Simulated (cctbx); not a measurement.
**Resonant diffraction in Zr2Si3**

Space group Pnma (no. 62), a = 17.1330 Å, b = 3.5550 Å, c = 6.4240 Å, α = 90.00°, β = 90.00°, γ = 90.00°.

| atom | mult. | x | y | z | Ueq (Å²) |
| --- | --- | --- | --- | --- | --- |
| Zr1 | 4 | 0.0088 | 3/4 | 0.8011 | 0.0192 |
| Zr2 | 4 | 0.3294 | 3/4 | 0.7972 | 0.0220 |
| Si1 | 4 | 0.1123 | 1/4 | 0.9142 | 0.0357 |
| Si2 | 4 | 0.2305 | 1/4 | 0.6619 | 0.0271 |
| Si3 | 4 | 0.0748 | 3/4 | 0.4481 | 0.0263 |

The model was made for the exercise: a known structure type with other elements put in, its volume estimated, not relaxed; displacement parameters are assumed.

Calculated with cctbx: free-atom f′ and f″ from the Sasaki tables, no fine structure; amplitudes in electrons.

```csv
E (eV),F 2 1 1,F 4 0 1,F 1 0 1,F 2 0 2
17398,70.3,107.3,10.9,1.7
17748,69.0,104.0,10.3,0.8
17878,67.8,101.0,9.8,0.6
17938,66.7,98.2,9.4,1.3
17968,65.6,95.4,8.9,2.2
17983,64.5,92.5,8.4,3.1
17990,63.5,90.0,8.0,3.9
17994,62.4,87.3,7.6,4.7
18002,62.0,86.8,7.7,7.1
18006,63.5,90.5,8.3,6.3
18013,64.6,93.4,8.7,5.7
18028,65.8,96.5,9.2,5.2
18058,67.0,99.5,9.7,4.9
18148,68.6,103.5,10.4,4.7
18398,70.2,107.6,11.0,4.8
```

**Question.** Which edge is crossed, and why do the reflections move as they do?

The K edge of Zr. The edge is at 17998 eV. f′ of Zr falls from -4.5 e at 17878 eV to -7.8 e at 4 eV below it, and f″ steps from 0.53 to 3.73 e across it. Over that approach |F| changes by -8 % (2 1 1), -14 % (4 0 1), -22 % (1 0 1) and +683 % (2 0 2): a reflection falls where Zr scatters in phase with the total and rises where it scatters against it; it hardly moves where the Zr term is small or cancels by symmetry. Above the edge the larger f″ enters the imaginary part, where it can add to or cancel the other atoms' f″. The structure is centrosymmetric, so Friedel mates stay equal.

[Logs are printed without paths, hosts, clocks, repeated set-up lines and the standing remarks that a program may print on its own settings, such as how far it seeks lower states.]
